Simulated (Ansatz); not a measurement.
# 1T-PbBrI bilayer (like faces together) in a perpendicular field, part 2 of 3

Wanted: the out-of-plane response of the 1T-PbBrI bilayer (like faces together). A positive field points along +c.

Ansatz 0.2.0; plane-wave DFT, PBE-D4, Ansatz PAW.

So far. Step 2 (Relaxation): The lattice constant a goes from 4.142 to 4.485 Å.

**3. Single point, field 0**

A sawtooth potential applies the field, turning back in the middle of the vacuum. With the dipole correction the typed value is the field outside the slab. The induced dipole is small, so the SCF threshold is tight.

The cell differs from the one that the last finished run ended in (c 47.376 → 27.988 Å).

The input, input.yaml:

```yaml
crystal:
  lattice:
    - [4.4848992934, 0.0, 0.0]
    - [-2.2424496467, 3.8840367215, 0.0]
    - [0.0, 0.0, 27.9878582499]
  atoms:
    - { symbol: I, position: [0.6666666667, 0.3333333333, 0.3215680142] }
    - { symbol: Pb, position: [0.0, 0.0, 0.3911697223] }
    - { symbol: Br, position: [0.3333333333, 0.6666666667, 0.4489585917] }
    - { symbol: I, position: [0.0, 0.0, 0.6784319858] }
    - { symbol: Pb, position: [0.3333333333, 0.6666666667, 0.6088587376] }
    - { symbol: Br, position: [0.6666666667, 0.3333333333, 0.5510723725] }
kpoints:
  mp_grid: { grid: [12, 12, 1] }
  band_path:
    path: [[0, 0, 0], [0.5, 0, 0], [0.33333333, 0.33333333, 0], [0, 0, 0]]
    npoints: 16
hamiltonian:
  xc: pbe
  dispersion: d4
scf:
  occupations: { method: fermi_dirac, width: 0.02585 }
  convergence: { dr2_threshold: 1.0e-10 }
efield:
  axis: 3
  dipole_correction: true
  ramp_position: 0.97
  ramp_width: 0.06
  amplitude: 0
output:
  dos: { projected: true, e_range: [-6, 5] }
  bader: true
  write_potential: true
  write_density: true
  volumetric_format: npy
  elf: true
```

Launch:

```bash
$ ansatz run input.yaml --threads 4 --pin off --max-ram 6144MiB --backend cpu --events-out ev --progress --plain --runs-dir out
```

Numbers of over 12 decimals in the logs are rounded to 6 here.

Output:

```text
[...]
Crystal: 6 atoms, lattice volume = 487.535 Å³
Basis set: ecut = 420 eV, 9567 PW (Γ)
Bands: 46, of which v1, the nominal top of the filled ones, is band 38 counted from 1 (37 counted from 0)
Symmetry: 6 space group operations
[...]
k-points: 19 of 144 (time reversal used)
[...]
SCF iter   1: F=—  HF=-44411.324004 eV  |F-HF|=—  |Δ(HF+E_count)|=         —  Δρ=8.14e-4  dr2=2.82e-2  ethr=1.77e-3  p=0.002 e·Å  D=8.27e-4 V/Å  ΔV_dip=-0.02 eV  dr2_dipole=1.17e-4  V_vac-E_F(+/−)=5.29/5.31 eV  ⟨swp⟩=13.2  Hψ=4878  notcnv=0  defer=1
efield: sawtooth ramp at fractional position 0.9700 (set: `efield.ramp_position`, or a place that a band, a saddle search or an elastic batch's reference lends), width 0.0600; the density the first Hamiltonian is built on has a dipole p = 0.002 e·Å; the dipole correction subtracts the counter field D = 8.27e-4 V/Å, which shifts the + side's vacuum level by -0.02 eV against the − side's; the planar-averaged density in the ramp window peaks in size at 3.3e-6 e/Å³
[...]
SCF iter   2: F=—  HF=-44411.326286 eV  |F-HF|=—  |Δ(HF+E_count)|=   2.28e-3  Δρ=8.39e-4  dr2=2.42e-2  ethr=3.70e-5  p=-0.005 e·Å  D=-1.79e-3 V/Å  ΔV_dip=0.05 eV  dr2_dipole=2.45e-5  V_vac-E_F(+/−)=5.14/5.09 eV  ⟨swp⟩=4.5  Hψ=1905  notcnv=0  defer=38
[...]
SCF iter  12: F=-44411.323708 eV  HF=-44411.323708 eV  |F-HF|=8.73e-11  |Δ(HF+E_count)|=  5.82e-11  Δρ=4.80e-8  dr2=7.16e-11  ethr=1.00e-12  p=-0.004 e·Å  D=-1.63e-3 V/Å  ΔV_dip=0.05 eV  dr2_dipole=9.67e-15  V_vac-E_F(+/−)=5.15/5.11 eV  ⟨swp⟩=2.8  Hψ=1706  notcnv=0
SCF 1 converged in 12 iterations: F = -44411.323708 eV  dr2 = 7.16e-11
[...]
NSCF: frozen V_eff on 49 k-points
efield: sawtooth ramp at fractional position 0.9700 (kept from the solve that this one continues, or follows in the run), width 0.0600; the density the first Hamiltonian is built on has a dipole p = -0.004 e·Å; the dipole correction subtracts the counter field D = -1.63e-3 V/Å, which shifts the + side's vacuum level by +0.05 eV against the − side's; the planar-averaged density in the ramp window peaks in size at 2.7e-6 e/Å³
WARN: The output density's exchange-correlation potential varies sharply where the density is thin. Do not read a vacuum level from v_tot or v_xc, or from such a field of the output density. On a cell that repeats whose density bears no net charge and no dipole along the vacuum's axis use v_es (v_loc + v_h of the components); under efield.dipole_correction with no amplitude use v_es + v_field, which holds any externa [...]
SCF converged after 12 iterations
Free energy (F): -44411.323708 eV
[...]
Internal energy: -44411.323708 eV  (E = F + TS)
E sigma→0 (E₀):  -44411.323708 eV
Fermi energy:    -0.104292 eV
Dipole field:    D = -0.001629 V/Å  (p = -0.004389 e·Å, saw-weighted, corrected)
Work function:   Φ+ = 5.1527 eV   Φ− = 5.1071 eV
Levels:          The Fermi level and band energies are counted from a zero that moves with the ramp; work functions are not
[...]
--- Band table (eV; the first three rows and the last of 19) ---
  k-point 0: bands = [... 34 lower, -1.8737, -1.8284, -1.8284, -1.5976, 1.1888, 1.3024, 2.3817, 2.3817, ... 4 higher]
  k-point 1: bands = [... 34 lower, -1.8987, -1.8525, -1.7604, -1.5154, 1.3780, 1.4955, 2.3297, 2.3779, ... 4 higher]
  k-point 2: bands = [... 34 lower, -1.9646, -1.9123, -1.5959, -1.5130, 1.6031, 1.8259, 2.4161, 2.4693, ... 4 higher]
  k-point 18: bands = [... 34 lower, -2.3494, -2.2569, -1.6180, -1.5448, 2.5072, 2.5134, 2.9146, 2.9608, ... 4 higher]
--- Bader charges: 6 sites ---
  site symbol  charge [e]  shift [e]
     0      I     -0.4660     0.0000
     1     Pb      1.0303     0.0000
     2     Br     -0.5638     0.0000
     3      I     -0.4659     0.0000
     4     Pb      1.0310     0.0000
     5     Br     -0.5657     0.0000
  estimated error of the sums over rays = 2.0e-4 e
```

Elapsed: 30 s, on 4 threads of Intel Xeon Platinum 8559C (Emerald Rapids), shared host; peak memory 1.4 GiB; 1.9 min of CPU time.

Reading the cycles: dr2 is the Hartree energy of the density residual (eV), the measure of convergence; HF is the Harris–Foulkes estimate of the energy, which meets the free energy F at convergence.

This step gave:

```yaml
dipole_along_the_normal: -0.004389 e·Å
gap_along_the_path: 2.671 eV
smallest_direct_gap_along_the_path: 2.786 eV
step_between_the_vacuum_levels: 0.04559 eV
ionisation_energy_upper_face: 6.530 eV
electron_affinity_upper_face: 3.860 eV
ionisation_energy_lower_face: 6.485 eV
gap_the_smaller_of_path_and_mesh: 2.671 eV
```

Running mean over a fixed 2.8 Å (it still follows the layers) of the planar mean; the ramp of the sawtooth is left out. Electron's electrostatic potential energy less the Fermi level against z:

```tsv
z (Å)	electron's electrostatic potential energy less the Fermi level (eV)
4	5.11
5	5.10
6	5.06
7	4.28
8	2.24
9	-0.199
10	-2.88
11	-4.02
12	-4.05
13	-0.539
14	0.724
15	-0.540
16	-4.04
17	-3.96
18	-2.82
19	-0.118
20	2.31
21	4.34
22	5.11
23	5.15
24	5.15
```

The density of states has structure finer than the step of the table below, so its rows give means over 0.25 eV, whole bins alone (the curve runs from -6 to 3.29 eV). Peaks (eV: height): -4.130: 18.4, -2.360: 23.5, -2.250: 16.1, -2.140: 26.0, -1.400: 18.1, 2.990: 18.5, 3.210: 17.4.

Table of density of states by energy, zero at the Fermi level of the run, which the smearing sets inside the gap; means over each step:

```tsv
energy (eV)	density of states (states/eV a cell)
-4.50	0
-4.25	5.02
-4.00	6.05
-3.75	5.86
-3.50	7.37
-3.25	10.4
-3.00	7.97
-2.75	4.37
-2.50	6.83
-2.25	14.3
-2.00	9.57
-1.75	6.23
-1.50	11.6
-1.25	0.181
-1.00	0
-0.75	0
-0.50	0
-0.25	0
0.00	0
0.25	0
0.50	0
0.75	0
1.00	0
1.25	0.0333
1.50	0.600
1.75	1.99
2.00	3.81
2.25	4.97
2.50	7.08
2.75	6.53
3.00	12.4
```

Projected DOS per atom over height of the atomic layer and energy from the Fermi level. Layers: I Pb Br Br Pb I from below.

Ten even steps from '0' (0.00 states/eV) to '9' (4.05 states/eV), each cell a mean:
```
191191
160060
040040
020010
000000
000000
000000
000000
000000
000000
000000
513315
702308
804407
104401
327622
113311
113311
000000
000000
000000
000000
```
Columns: height of the atomic layer (Å) from 9 to 19.0 (not evenly spaced); rows upwards: energy from the Fermi level (eV) from -5.96 to 3.22.

The electronic bands at the labelled points (eV, zero at the Fermi level of the run, which the smearing sets inside the gap):

```tsv
point	band 35	band 36	band 37	band 38	band 39	band 40	band 41	band 42
Γ	-1.77	-1.72	-1.72	-1.49	1.29	1.41	2.49	2.49
halfway	-1.95	-1.88	-1.58	-1.43	1.76	2.08	2.87	2.88
M	-2.11	-2.00	-1.91	-1.78	1.96	2.19	3.04	3.20
halfway	-2.27	-2.14	-1.61	-1.56	2.39	2.56	2.93	2.99
K	-2.25	-2.15	-1.51	-1.44	2.61	2.62	3.02	3.07
halfway	-2.20	-1.94	-1.50	-1.38	2.12	2.45	2.57	2.67
Γ	-1.77	-1.72	-1.72	-1.49	1.29	1.41	2.49	2.49
```

Electrostatic potential energy in the ca plane at fractional y = 0.000, with atoms of Pb and I within 0.2 Å of it. With pseudopotentials it is smooth inside the atoms' cores, unlike the true potential.

Ten even steps from '0' (-32 eV) to '9' (5 eV), each cell a mean:
```
99999999999999998500000589999999999999963798
99999999999999998730003789999999999999985343
99999999999999999875457899999999999999987655
99999999999999999988888999999999999988899888
99999999999999888999999999999999998888889999
99999999999998888999999999999999988877889999
99999999999999888999999999999999988887889999
99999999999999989998889999999999999888889999
99999999999999999887678899999999999998998777
99999999999999998852115899999999999999986434
99999999999999998610001689999999999999973576
99999999999999998400200589999999999999863899
```
Columns run along c (16.0 Å, from fractional 0.13 to 0.71 of the cell; values clipped at the 3rd and 97th percentile), rows up along a (4.5 Å). Atoms in or near the plane, at fractional coordinates: Pb at (0.39, 0.00), I at (0.68, 0.00).

ELF in the ca plane at fractional y = 0.000, with atoms of Pb and I within 0.2 Å of it. It is the smooth field of the valence electrons, not physical close to the nuclei.

Ten even steps from '0' (0.00) to '9' (0.76), each cell a mean:
```
00000000000000002441015520000000000003887433
00000000000001111354445310000000000002698767
00000000000134442234543212100012221001379989
00000000002467876322222345410025642111136899
00000000013689998631113688730047863222212344
00000000024799999741015899830148974223311000
00000000024789999731014799730048874223211111
00000000013578997421112467620036753222223677
00000000001246664223432223310013431111258999
00000000000012221245554211000001110001489888
00000000000000002453135420000000000002797545
00000000000000002540004530000000000004887353
```
Columns run along c (16.0 Å, from fractional 0.13 to 0.71 of the cell), rows up along a (4.5 Å). Atoms in or near the plane, at fractional coordinates: Pb at (0.39, 0.00), I at (0.68, 0.00).

Valence density in the ca plane at fractional y = 0.000, with atoms of Pb and I within 0.2 Å of it. It is the smooth field of the valence electrons, not physical close to the nuclei.

Ten steps, logarithmic in the rise over the least value, from '0' (0 e/Å³) to '9' (17 e/Å³), each cell a mean:
```
00000000000000001257875210000000000000124898
00000000000000000135653100000000000000123565
00000000000000000122321100000000000000112333
00000000000000111111111110000000010000011111
00000000000001111100000111100001111111100000
00000000000001121100000111100001111111100000
00000000000001111100000111100001111111100000
00000000000001111100001111000000111111101111
00000000000000011111221100000000000000011222
00000000000000000124442100000000000000112344
00000000000000000246764200000000000000124687
00000000000000001257875210000000000000125899
```
Columns run along c (16.0 Å, from fractional 0.13 to 0.71 of the cell), rows up along a (4.5 Å). Atoms in or near the plane, at fractional coordinates: Pb at (0.39, 0.00), I at (0.68, 0.00).

The gap is 2.67 eV, with the valence edge 6.53 eV and the conduction edge 3.86 eV under the upper vacuum level. Spin-orbit coupling, left out in this run, matters for the bands of elements this heavy.

**4. Single point, field 0.1 V/Å**

input.yaml, as its differences from that of step 3:

```diff
@@ -28,6 +28,4 @@
   ramp_width: 0.06
-  amplitude: 0
+  amplitude: 0.1
 output:
-  dos: { projected: true, e_range: [-6, 5] }
-  bader: true
   write_potential: true
@@ -35,2 +33 @@
   volumetric_format: npy
-  elf: true
```

Output:

```text
[...]
Crystal: 6 atoms, lattice volume = 487.535 Å³
Basis set: ecut = 420 eV, 9567 PW (Γ)
Bands: 46, of which v1, the nominal top of the filled ones, is band 38 counted from 1 (37 counted from 0)
Symmetry: 6 space group operations
[...]
k-points: 19 of 144 (time reversal used)
[...]
k-point 0: bands = [... 34 lower, -1.9675, -1.7353, -1.7353, -1.5761, 1.1293, 1.3603, 2.3129, 2.3129, ... 4 higher]
  k-point 1: bands = [... 34 lower, -1.9913, -1.7933, -1.7605, -1.4786, 1.3209, 1.5506, 2.2552, 2.3760, ... 4 higher]
  k-point 2: bands = [... 34 lower, -2.0530, -1.8243, -1.6647, -1.4439, 1.5673, 1.8587, 2.3440, 2.5307, ... 4 higher]
  k-point 18: bands = [... 34 lower, -2.2738, -2.2669, -1.6914, -1.4718, 2.4351, 2.5550, 2.9105, 2.9901, ... 4 higher]
[key lines of the parts left out:]
SCF converged after 13 iterations
Free energy (F): -44411.328262 eV
Fermi energy:    -0.104244 eV
Dipole field:    D = 0.035430 V/Å  (p = 0.095458 e·Å, saw-weighted, corrected)
```

Run time: 22 s. Hardware: 4 threads; peak memory 1.2 GiB; 79 s of CPU time.

The dipole is 0.0955 e·Å, 0.0998 e·Å from its value without field, and the gap 2.548 eV.

**5. Single point, field -0.1 V/Å**

input.yaml, as its differences from that of step 4:

```diff
@@ -28,3 +28,3 @@
   ramp_width: 0.06
-  amplitude: 0.1
+  amplitude: -0.1
 output:
```

Output:

```text
[...]
Crystal: 6 atoms, lattice volume = 487.535 Å³
Basis set: ecut = 420 eV, 9567 PW (Γ)
Bands: 46, of which v1, the nominal top of the filled ones, is band 38 counted from 1 (37 counted from 0)
Symmetry: 6 space group operations
[...]
k-points: 19 of 144 (time reversal used)
[...]
k-point 0: bands = [... 34 lower, -1.9225, -1.7803, -1.7803, -1.5976, 1.1758, 1.3153, 2.3563, 2.3563, ... 4 higher]
  k-point 1: bands = [... 34 lower, -1.9464, -1.8055, -1.7595, -1.5109, 1.3656, 1.5077, 2.2934, 2.4133, ... 4 higher]
  k-point 2: bands = [... 34 lower, -2.0084, -1.8690, -1.6142, -1.4932, 1.5959, 1.8317, 2.3797, 2.5057, ... 4 higher]
  k-point 18: bands = [... 34 lower, -2.4338, -2.2090, -1.6168, -1.5433, 2.4448, 2.5905, 2.8363, 3.0239, ... 4 higher]
[key lines of the parts left out:]
SCF converged after 13 iterations
Free energy (F): -44411.329140 eV
Fermi energy:    -0.102070 eV
Dipole field:    D = -0.038689 V/Å  (p = -0.104238 e·Å, saw-weighted, corrected)
```

Elapsed: 21 s, on 4 threads; peak memory 1.2 GiB.

The dipole is -0.104 e·Å, -0.0998 e·Å from its value without field, and the gap 2.636 eV.

**6. Atoms held, field 0.5 V/Å**

input.yaml, as its differences from that of step 5:

```diff
@@ -28,3 +28,3 @@
   ramp_width: 0.06
-  amplitude: -0.1
+  amplitude: 0.5
 output:
```

Output:

```text
[...]
Crystal: 6 atoms, lattice volume = 487.535 Å³
Basis set: ecut = 420 eV, 9567 PW (Γ)
Bands: 46, of which v1, the nominal top of the filled ones, is band 38 counted from 1 (37 counted from 0)
Symmetry: 6 space group operations
[...]
k-points: 19 of 144 (time reversal used)
[...]
k-point 0: bands = [... 34 lower, -1.9665, -1.3718, -1.3718, -1.3546, 0.8203, 1.6461, 2.0023, 2.0023, ... 4 higher]
  k-point 1: bands = [... 34 lower, -1.9458, -1.6535, -1.3994, -1.2011, 1.0162, 1.8022, 1.9577, 2.0656, ... 4 higher]
  k-point 2: bands = [... 34 lower, -2.0406, -1.8722, -1.4696, -1.1300, 1.2943, 1.9398, 2.1712, 2.2204, ... 4 higher]
  k-point 18: bands = [... 34 lower, -2.0955, -2.0913, -1.8392, -1.1789, 2.1138, 2.4406, 2.8726, 2.9964, ... 4 higher]
[key lines of the parts left out:]
SCF converged after 14 iterations
Free energy (F): -44411.446397 eV
Fermi energy:    -0.105178 eV
Dipole field:    D = 0.183902 V/Å  (p = 0.495485 e·Å, saw-weighted, corrected)
```

It took 21 s on 4 threads; peak memory 1.2 GiB; 81 s of CPU time.

The dipole is 0.495 e·Å, 0.500 e·Å from its value without field, and the gap 1.924 eV.

**7. Single point, field -0.3 V/Å**

input.yaml, as its differences from that of step 6:

```diff
@@ -28,4 +28,6 @@
   ramp_width: 0.06
-  amplitude: 0.5
+  amplitude: -0.3
 output:
+  dos: { projected: true, e_range: [-6, 5] }
+  bader: true
   write_potential: true
@@ -33 +35,2 @@
   volumetric_format: npy
+  elf: true
```

Output:

```text
[...]
Crystal: 6 atoms, lattice volume = 487.535 Å³
Basis set: ecut = 420 eV, 9567 PW (Γ)
Bands: 46, of which v1, the nominal top of the filled ones, is band 38 counted from 1 (37 counted from 0)
Symmetry: 6 space group operations
[...]
k-points: 19 of 144 (time reversal used)
[...]
k-point 18: bands = [... 34 lower, -2.3744, -2.0708, -1.7538, -1.3934, 2.3010, 2.6756, 2.7403, 3.0875, ... 4 higher]
--- Bader charges: 6 sites ---
  site symbol  charge [e]  shift [e]
     0      I     -0.4460     0.0000
     1     Pb      1.0272     0.0000
     2     Br     -0.5746     0.0000
     3      I     -0.4856     0.0000
     4     Pb      1.0336     0.0000
     5     Br     -0.5546     0.0000
  estimated error of the sums over rays = 2.2e-4 e
[key lines of the parts left out:]
SCF converged after 13 iterations
Free energy (F): -44411.369967 eV
Fermi energy:    -0.099863 eV
Dipole field:    D = -0.112860 V/Å  (p = -0.304077 e·Å, saw-weighted, corrected)
```

Wall time 28 s (4 threads); peak memory 1.3 GiB; 1.8 min of CPU time.

The dipole is -0.304 e·Å, -0.300 e·Å from its value without field, and the gap 2.345 eV.

**8. Response, atoms held**

This step: plane-wave DFT, PBE-D4, Ansatz PAW; response to a field along the normal, atoms held (Ansatz 0.2.0).

The dipoles give the slope, and the difference of two potentials shows where the field is screened.

This step gave:

- equivalent conductor thickness p/(ε₀AE): 10.37 Å
- distance between the outer atoms: 9.988 Å

Table of dipole of the cell by applied field:

```tsv
applied field (V/Å)	dipole of the cell (e·Å)
-0.300	-0.304
-0.100	-0.104
0.000	-0.00439
0.100	0.0955
0.500	0.495
```

Local field over the applied field, running mean. From the potentials at -0.1 and 0.1 V/Å; running mean over 2.5 Å. The local field over applied field by z:

```tsv
z (Å)	local field over applied field
5	0.996
6	0.964
7	0.795
8	0.469
9	0.178
10	0.0955
11	0.107
12	0.166
13	0.328
14	0.423
15	0.327
16	0.165
17	0.107
18	0.0951
19	0.180
20	0.473
21	0.798
22	0.965
23	0.996
```

Electrons, planar mean, per unit field. Induced electron density against z:

z (Å), induced electron density (e/Å³ per V/Å) and a bar from the least value:
```
      4.5    0.00000 ###############
      5.0    0.00002 ###############
      5.5    0.00006 ###############
      6.0    0.00017 ################
      6.5    0.00048 #################
      7.0    0.00123 #####################
      7.5    0.00258 ###########################
      8.0    0.00326 ##############################
      8.5    0.00169 #######################
      9.0    0.00084 ###################
      9.5    0.00011 ################
     10.0   -0.00043 #############
     10.5   -0.00044 #############
     11.0    0.00015 ################
     11.5    0.00034 #################
     12.0   -0.00054 #############
     12.5   -0.00099 ##########
     13.0   -0.00165 #######
     13.5   -0.00204 ######
     14.0    0.00002 ###############
     14.5    0.00206 ########################
     15.0    0.00164 #######################
     15.5    0.00095 ###################
     16.0    0.00055 ##################
     16.5   -0.00034 #############
     17.0   -0.00014 ##############
     17.5    0.00044 #################
     18.0    0.00041 #################
     18.5   -0.00011 ##############
     19.0   -0.00088 ###########
     19.5   -0.00171 #######
     20.0   -0.00326 
     20.5   -0.00254 ###
     21.0   -0.00120 #########
     21.5   -0.00047 #############
     22.0   -0.00016 ##############
     22.5   -0.00005 ###############
     23.0   -0.00002 ###############
     23.5    0.00000 ###############
```

The smaller of the gaps on the path and on the k-mesh, counted as 0 under 0.03 eV. Table of gap by applied field:

```tsv
applied field (V/Å)	gap (eV)
-0.300	2.35
-0.100	2.64
0.000	2.67
0.100	2.55
0.500	1.92
```

By hand: between -0.1 and 0.1 V/Å the dipole changes by 0.1997 e·Å, a slope of 0.9985 e·Å²/V. A perfect conductor of thickness t has p = ε₀AEt, so t = 180.95 × 0.9985 / 17.420 = 10.37 Å (e/ε₀ = 180.95 V·Å, A in Å²).

The induced dipole is that of a conductor 10.37 Å thick.

(Continued in part 3 of 3.)

[Logs are printed without paths, hosts, clocks, repeated set-up lines and the standing remarks that a program may print on its own settings, such as how far it seeks lower states.]

[Hosts, paths, dates, database ids (printed as entryN), source tags and the programs' standing remarks are cut or masked in the printed files.]

[Maps of the electrostatic potential energy from Ansatz leave out the sawtooth potential of an applied field or a dipole correction, so their vacuum need not be flat; planar profiles and work functions include it.]

[The density of states shown here was stored with 400 of the rows of the run's finer table, so its peaks can read low, often by over a quarter, or be missed, and its means over a window can be off by a tenth or more.]
